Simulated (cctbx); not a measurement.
## Occupancies in Pr3Co2

Cell a = 8.8940 Å, b = 8.8940 Å, c = 16.5750 Å, α = 90.00°, β = 90.00°, γ = 120.00°; space group R-3 (no. 148); nominal formula Pr3Co2.

The data are simulated with cctbx, not measured: Mo Kα, λ = 0.71073 Å, to d = 0.8 Å, 50 % of the full sphere, strongest reflection 20000 counts, noise from counting, a 1.5 % proportional error and a noise floor of 4 counts (s.d.); no absorption, and some extinction, which the refinements don't model.

With every site full:

```text
Rint 0.017, 513 unique reflections to 0.80 A
cycle     R1     wR2    GooF  max shift (A)
   1  0.1798  0.3930  18.740   0.00236
   2  0.0453  0.1341   6.392   0.00001
final R1 0.0453 wR2 0.1341 GooF 6.392  parameters 23  data/parameter 22.3
atom        x        y        z      Ueq    occ   su(xyz)  su(Uiso or U11)
Pr1    0.07940  0.40185  0.07467   0.0095  1.000  0.00016  0.0007
Pr2    0.33333  0.66667  0.86434   0.0015  1.000  0.00011  0.0006
Pr3    0.00000  0.00000  0.00000   0.0017  1.000  0.00000  0.0008
Co2    0.31360  0.26649  0.10036  -0.0114  1.000  0.00027  0.0009  NPD
difference map: max 6.46 min -2.56 rms 0.86
Q1    0.0652  0.3060  0.8988   18    6.48  0.20 A from Co2
Q2    0.0000  0.0000  0.1968    6    3.57  0.01 A from Pr2
Q3    0.0000  0.0000  0.0000    3    2.91  0.00 A from Pr3
Q4    0.0504  0.4705  0.2173   18    1.40  1.46 A from Co2
Q5    0.0404  0.1461  0.9211   18    1.24  1.50 A from Co2
Q6    0.0370  0.5048  0.4868   18    1.20  1.47 A from Co2
```

With the occupancies of the suspect sites free, each still typed as its main element:

```text
Rint 0.017, 513 unique reflections to 0.80 A
cycle     R1     wR2    GooF  max shift (A)
   1  0.1466  0.3352  16.015   0.00080
  20  0.0090  0.0197   0.939   0.00001
final R1 0.0090 wR2 0.0196 GooF 0.934  parameters 25  data/parameter 20.5
atom        x        y        z      Ueq    occ   su(xyz)  su(Uiso or U11)
Pr1    0.07921  0.40170  0.07460   0.0063  0.887  0.00002  0.0001
Pr2    0.33333  0.66667  0.86439   0.0043  1.000  0.00002  0.0001
Pr3    0.00000  0.00000  0.00000   0.0047  1.000  0.00000  0.0001
Co2    0.31356  0.26633  0.10039   0.0008  1.215  0.00004  0.0002
su of occupancy Pr1: 0.002
su of occupancy Co2: 0.003
difference map: max 0.51 min -0.61 rms 0.15
Q1    0.0973  0.2131  0.0074   18    0.54  1.65 A from Pr3
Q2    0.0449  0.8478  0.8187   18    0.52  1.56 A from Co2
Q3    0.0383  0.4689  0.8678   18    0.51  1.52 A from Co2
Q4    0.0696  0.1501  0.5969   18    0.50  1.44 A from Pr1
Q5    0.0788  0.5591  0.8127   18    0.47  1.62 A from Co2
Q6    0.0198  0.4477  0.3288   18    0.46  2.02 A from Co2
```

**Question.** What is the disorder?

X-rays count electrons. Pr1 refines to 0.887(0.002), or 52.3 electrons; the site truly holds 0.8 Pr and 0.2 Co, 52.6 electrons, which is 0.892 of Pr; Co2 refines to 1.215(0.003), or 32.8 electrons; the site truly holds 0.8 Co and 0.2 Pr, 33.4 electrons, which is 1.237 of Co. A value under 1 can't tell vacancies from a lighter guest, and one over 1 needs a heavier guest; chemistry or a second radiation must settle which. Occupancy correlates with U and the scale, and the two elements' form factors differ in shape, so the match is approximate.

Freeing them takes R1 from 0.0453 to 0.0090 and GooF from 6.39 to 0.93.

The model is made up (kin elements in a known structure type, no relaxation), so it says nothing on whether the phase exists.

[Middle refinement cycles are left out of these outputs.]

[Logs are printed without paths, hosts, clocks, repeated set-up lines and the standing remarks that a program may print on its own settings, such as how far it seeks lower states.]
